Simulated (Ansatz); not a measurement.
Planning a run of Ansatz 0.2.0 on BaNaCeSbO6 (F-43m). The input:

```yaml
crystal:
  lattice:
    - [0.0, 4.24331034, 4.24331034]
    - [4.24331034, 0.0, 4.24331034]
    - [4.24331034, 4.24331034, 0.0]
  atoms:
    - { symbol: Na, position: [0.75, 0.75, 0.75] }
    - { symbol: Ba, position: [0.25, 0.25, 0.25] }
    - { symbol: Ce, position: [0.0, 0.0, 0.0] }
    - { symbol: Sb, position: [0.5, 0.5, 0.5] }
    - { symbol: O, position: [0.73730736, 0.26269264, 0.26269264] }
    - { symbol: O, position: [0.26269264, 0.73730736, 0.73730736] }
    - { symbol: O, position: [0.73730736, 0.73730736, 0.26269264] }
    - { symbol: O, position: [0.26269264, 0.26269264, 0.73730736] }
    - { symbol: O, position: [0.26269264, 0.73730736, 0.26269264] }
    - { symbol: O, position: [0.73730736, 0.26269264, 0.73730736] }
kpoints:
  mp_grid: { grid: [6, 6, 6] }
hamiltonian:
  xc: pbe
  pseudopotentials: { kind: paw, azcp: { folder: soft_1 } }
scf:
  occupations: { method: fixed }
  n_extra_bands: 57
output:
  optics: { e_range: [0, 15], de: 0.05, sigma: 0.15, scissors: 2.526 }
```

```sh
ansatz run input.yaml --threads 2 --pin off --max-ram 92160MiB --backend cuda --events-out ev --progress --plain --runs-dir out --devices 1 --max-vram 13GiB
```

Estimate wall time and host memory on 1 × NVIDIA H100 80GB HBM3 (shared by 6 runs) with 2 threads of AMD EPYC 7R13 (Zen 3), shared host.

It took 33 s; on shared hardware allow 16 s to 66 s. Peak host memory was 1.8 GiB.

[Paths, hosts, dates, memory and timing lines, banners, echoed tables and standing remarks are left out of the program output.]

[Logs are printed without paths, hosts, clocks, repeated set-up lines and the standing remarks that a program may print on its own settings, such as how far it seeks lower states.]

[Runs of the session that timed out or met a known fault of the program may be left out.]

[Cells called generated may have been cut or substituted from an entry of the Crystallography Open Database or the Materials Project.]

[Hosts, paths, dates, database ids (printed as entryN), source tags and the programs' standing remarks are cut or masked in the printed files.]
